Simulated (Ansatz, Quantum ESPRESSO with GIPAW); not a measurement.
# Shieldings and field gradients in SF6, part 2 of 2

Wanted: NMR shieldings and quadrupolar couplings for each site of SF6.

Quantum ESPRESSO with GIPAW; PBEsol.

So far. Step 3 (Magnetic response): In this run the largest span is that of F(9) (site symmetry 1), with principal values -126.6, -126.2 and 315.4 ppm. On F(1) the most shielded direction lies along its short bond to S: a field along the bond can't mix the bonding orbital with those across it, so the paramagnetic term is smallest there.

### 4. Field gradients

Level of this step: DFT, PBEsol, plane-wave PAW, default files, scalar-relativistic, field gradients (Ansatz).

33S has a quadrupole moment, which couples to the field gradient and broadens the lines. The gradient is a property of the ground-state density and needs no response; it is taken from a second code that counts the whole PAW charge. C_Q = eQV_zz/h, with Q = -0.0694 barn for 33S.

This step: DFT, PBEsol, plane-wave PAW, default files (PAW set soft_2), scalar-relativistic, field gradients (Ansatz 0.2.0), on the same atoms.

The input, input.yaml:

```yaml
crystal:
  lattice:
    - [4.7106090907, 0.0, 0.0]
    - [0.6228414492, 7.8508181165, 0.0]
    - [0.6732942498, 3.7778244838, 7.0333013315]
  atoms:
    - { symbol: S, position: [0.5865348655, 0.3335197041, 0.330259466] }
    - { symbol: S, position: [0.4134651345, 0.6664802959, 0.669740534] }
    - { symbol: S, position: [0.0, 0.0, 0.0] }
    - { symbol: F, position: [0.4063483779, 0.5329935279, 0.2524215388] }
    - { symbol: F, position: [0.5936516221, 0.4670064721, 0.7475784612] }
    - { symbol: F, position: [0.7670924076, 0.1341166888, 0.4081047714] }
    - { symbol: F, position: [0.2329075924, 0.8658833112, 0.5918952286] }
    - { symbol: F, position: [0.361446589, 0.250222602, 0.2545449684] }
    - { symbol: F, position: [0.638553411, 0.749777398, 0.7454550316] }
    - { symbol: F, position: [0.8117462161, 0.4168251932, 0.4060301002] }
    - { symbol: F, position: [0.1882537839, 0.5831748068, 0.5939698998] }
    - { symbol: F, position: [0.4091110968, 0.2560129289, 0.5281874736] }
    - { symbol: F, position: [0.5908889032, 0.7439870711, 0.4718125264] }
    - { symbol: F, position: [0.7640688182, 0.4108978424, 0.1323574425] }
    - { symbol: F, position: [0.2359311818, 0.5891021576, 0.8676425575] }
    - { symbol: F, position: [0.2889029468, 0.9398170596, 0.9208311193] }
    - { symbol: F, position: [0.7110970532, 0.0601829404, 0.0791688807] }
    - { symbol: F, position: [0.1251928995, 0.2016240461, 0.947990461] }
    - { symbol: F, position: [0.8748071005, 0.7983759539, 0.052009539] }
    - { symbol: F, position: [0.8763843121, 0.0916806417, 0.7950143743] }
    - { symbol: F, position: [0.1236156879, 0.9083193583, 0.2049856257] }
kpoints:
  mp_grid: { grid: [4, 3, 3] }
scf:
  occupations: { method: fixed }
hamiltonian:
  xc: pbesol
  pseudopotentials: { kind: paw, frozen_core: stored }
output:
  forces: false
  stress: false
  efg: { quadrupole_moments_barn: { S: -0.0694 } }
  write_density: true
  write_potential: true
  elf: true
  volumetric_format: npy
```

Run with:

```sh
$ ansatz run input.yaml --threads 4 --pin off --max-ram 16384MiB --backend cpu --events-out ev --progress --plain --runs-dir out
```

What it wrote:

```text
[... set-up, SCF cycles and energies left out ...]
--- PAW observables at the nuclei: V_zz in 10²¹ V/m², potentials from the cell's mean, atoms counted from 1 ---
  atom   1  S  V_zz =    -0.006375   η = 0.4854   by run symmetry: allowed   C_q = +0.0107 MHz
  atom   2  S  V_zz =    -0.006375   η = 0.4854   by run symmetry: allowed   C_q = +0.0107 MHz
  atom   3  S  V_zz =    -0.019318   η = 0.2566   by run symmetry: allowed   C_q = +0.0324 MHz
  atom   4  F  V_zz =   +28.555160   η = 0.0019   by run symmetry: allowed
  atom   5  F  V_zz =   +28.555160   η = 0.0019   by run symmetry: allowed
  atom   6  F  V_zz =   +28.522855   η = 0.0010   by run symmetry: allowed
  atom   7  F  V_zz =   +28.522855   η = 0.0010   by run symmetry: allowed
  atom   8  F  V_zz =   +28.535814   η = 0.0028   by run symmetry: allowed
  atom   9  F  V_zz =   +28.535814   η = 0.0028   by run symmetry: allowed
  atom  10  F  V_zz =   +28.539049   η = 0.0036   by run symmetry: allowed
  atom  11  F  V_zz =   +28.539049   η = 0.0036   by run symmetry: allowed
  atom  12  F  V_zz =   +28.560337   η = 0.0011   by run symmetry: allowed
  atom  13  F  V_zz =   +28.560337   η = 0.0011   by run symmetry: allowed
  atom  14  F  V_zz =   +28.518454   η = 0.0022   by run symmetry: allowed
  atom  15  F  V_zz =   +28.518454   η = 0.0022   by run symmetry: allowed
  atom  16  F  V_zz =   +28.495848   η = 0.0005   by run symmetry: allowed
  atom  17  F  V_zz =   +28.495848   η = 0.0005   by run symmetry: allowed
  atom  18  F  V_zz =   +28.512723   η = 0.0023   by run symmetry: allowed
  atom  19  F  V_zz =   +28.512723   η = 0.0023   by run symmetry: allowed
  atom  20  F  V_zz =   +28.528364   η = 0.0015   by run symmetry: allowed
  atom  21  F  V_zz =   +28.528364   η = 0.0015   by run symmetry: allowed
--- Band table (eV; the first three rows and the last of 19) ---
  k-point 0: bands = ["-26.2745", "-26.2047", "-26.1895", "-23.1183", "-23.1020", "-23.0933", "-23.0886", "-23.0525", "-23.0205", "-23.0124", "-23.0123", "-23.0094", "-21.7810", "-21.7764", "-21.7698", "-21.7608", "-21.7573", "-21.7437", "-11.6876", "-11.3641", "-11.3436", "-7.6038", "-7.5815", "-7.5305", "-7.5094", "-7.4887", "-7.4840", "-7.4730", "-7.4354", "-7.4006", "-4.8538", "-4.7811", "-4.7127", "-4.6468", "-4 [...]
  k-point 1: bands = ["-26.2560", "-26.2165", "-26.1971", "-23.1358", "-23.1047", "-23.0640", "-23.0521", "-23.0506", "-23.0372", "-23.0282", "-23.0182", "-23.0162", "-21.7906", "-21.7788", "-21.7614", "-21.7589", "-21.7555", "-21.7451", "-11.5991", "-11.4312", "-11.3748", "-7.5970", "-7.5859", "-7.5169", "-7.5119", "-7.4857", "-7.4825", "-7.4652", "-7.4394", "-7.4214", "-4.8494", "-4.8047", "-4.7762", "-4.6729", "-4 [...]
  k-point 2: bands = ["-26.2548", "-26.2156", "-26.1993", "-23.1387", "-23.1076", "-23.0607", "-23.0540", "-23.0454", "-23.0378", "-23.0252", "-23.0203", "-23.0173", "-21.7819", "-21.7754", "-21.7699", "-21.7593", "-21.7584", "-21.7456", "-11.5962", "-11.4264", "-11.3835", "-7.6157", "-7.5838", "-7.5206", "-7.5005", "-7.4904", "-7.4773", "-7.4604", "-7.4321", "-7.4230", "-4.8519", "-4.8081", "-4.7826", "-4.6599", "-4 [...]
  k-point 18: bands = ["-26.2034", "-26.1890", "-26.1814", "-23.1445", "-23.1145", "-23.1083", "-23.0608", "-23.0567", "-23.0456", "-23.0401", "-23.0377", "-23.0211", "-21.8089", "-21.7889", "-21.7858", "-21.7760", "-21.7682", "-21.7579", "-11.3806", "-11.3744", "-11.3433", "-7.6090", "-7.5893", "-7.5369", "-7.5228", "-7.4833", "-7.4656", "-7.4083", "-7.3973", "-7.3789", "-4.7709", "-4.7218", "-4.6648", "-4.6346", "- [...]

[the lines on potentials at the nuclei are left out]
```

Run time: 9.3 s. Hardware: 4 threads of Arm Neoverse V1, shared host; peak memory 0.93 GiB; 37 s of CPU time.

Among nuclei of half-integer spin the second-order effect is largest for 33S on S(2) (spin 3/2, C_Q 0.03 MHz): at 9.4 T it moves the centre of gravity of the MAS line by -0.028 ppm from δ_iso, and by a quarter of that at twice the field, by δ_Q = −(3/40)(C_Q/ν0)²(1 + η²/3)[I(I+1) − 3/4]/[I²(2I−1)²] × 10⁶ ppm with ν0 = 30.8 MHz.

### 5. Sites, surroundings and shifts

Covalently bonded atoms count as neighbours within 1.18 times the sum of their radii. Otherwise a cation's neighbours lie within 1.2 times its shortest bond (1.3 for large cations, each anion's radius taken off where they differ), and an anion's are the cations that count it.

```csv
site,atom no.,atoms in cell,surroundings,bonds (Å),σ_iso (ppm),C_Q (MHz),η_Q
S(1),1,2,SF6,1.588,208.4,0.01,0.49
S(2),3,1,SF6,1.587,209.1,0.03,0.26
F(1),4,2,bound to S,1.588,19.7,-,-
F(2),6,2,bound to S,1.588,19.3,-,-
F(3),8,2,bound to S,1.587,19.5,-,-
F(4),10,2,bound to S,1.588,19.0,-,-
F(5),12,2,bound to S,1.588,19.4,-,-
F(6),14,2,bound to S,1.588,19.2,-,-
F(7),16,2,bound to S,1.587,20.2,-,-
F(8),18,2,bound to S,1.587,20.4,-,-
F(9),20,2,bound to S,1.588,20.9,-,-
```

The 2 S sites spread over 0.7 ppm in shielding, from S(1) (least shielded) to S(2). The 9 F sites spread over 1.9 ppm in shielding, from F(4) (least shielded) to F(9).

Simulated spectrum: 19F MAS at 100 kHz, 9.4 T (376.7 MHz), lines broadened by 2 ppm; the axis counts ppm from the isotropic position of F(9), as −Δσ; rigid lattice, with dipolar and J couplings left out. Its lines over 1.5 % of the strongest:

```csv
offset (ppm),area
266.6,0.10
1.1,1.00
-264.3,0.07
-529.8,0.02
```

At this broadening the 9 sites give 1 resolved isotropic line.

### 6. Outcome

```yaml
19f_shielding_without_shape_term: 19.0 to 20.9, 9 sites ppm
33s_shielding_without_shape_term: 208.4, 209.1 ppm
33s_size_of_c_q: 0.01, 0.03 MHz
```

What this shows: 19F has 9 sites, with shieldings from 19.0 ppm (F(4)) to 20.9 ppm (F(9)), shape term left out. A shift needs a reference, δ = σ_ref − σ, fixed on measured compounds; for 19F of this kind at this level too few were at hand, or they scattered too widely about a line, so none is given. No sound run at another cutoff or mesh is at hand, so convergence rests on the f-sum rule and on experience with these files. Groups such as SF6 often reorient fast at room temperature, which averages anisotropies and couplings that this rigid-lattice calculation keeps whole. This build of gipaw.x prints that it is not audited and that its numbers are no references by themselves. It also reports spline_ps as false although the input sets it; why was not traced. The field gradients use PAW files made for PBE.

[Banner, clock, file and message-heading lines were taken out of the pw.x and gipaw.x logs.]

[Logs are printed without paths, hosts, clocks, repeated set-up lines and the standing remarks that a program may print on its own settings, such as how far it seeks lower states.]

[Hosts, paths, dates, database ids (printed as entryN), source tags and the programs' standing remarks are cut or masked in the printed files.]

[Where no reference line passes its bar on scatter, no shift is given, so a measured shift of this compound may stand uncompared.]
